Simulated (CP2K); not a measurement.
Consider thiocyanate at its PBE geometry (Å).

```xyz
3

S     1.4900    0.1813    0.0000
C    -0.1538   -0.0188    0.0000
N    -1.3363   -0.1624    0.0000
```

Method: CP2K XAS_TDP, all-electron GAPW, PBEh(45%), aug-cc-pVTZ, TDA, ZORA, spin–orbit coupling.

Q: Predict the bright core excitations at the S L₂,₃ edge.

Leading lines: S1 162.44 eV. The leading line of an atom is its first one with 35 % of the strongest within 2.5 eV of its lowest line over the strength cut. 

The first six lines of each atom with a strength over 0.0003:

```csv
atom,energy (eV),states,"strength, one atom"
S1 (bonded to C),161.84,2,0.0008
,162.31,1,0.0006
,162.44,2,0.0056
,163.33,1,0.0014
,163.40,2,0.0011
,163.43,2,0.0012
```

Lines are vertical, at one geometry, with no vibrational structure. Without a correction of the core level, line positions, and the gaps between valence and Rydberg lines, follow the share of exact exchange. Rydberg lines, and the discretised continuum above threshold, depend on the basis and the box. The ion (charge -1) is isolated, with no counter-ion or solvent. In an isolated anion many lines lie above the ionisation threshold and are held only by the finite basis.

[Banner, clock and machine lines of the logs are left out without a mark of their own.]

[Logs are printed without paths, hosts, clocks, repeated set-up lines and the standing remarks that a program may print on its own settings, such as how far it seeks lower states.]

[Hosts, paths, dates, database ids (printed as entryN), source tags and the programs' standing remarks are cut or masked in the printed files.]
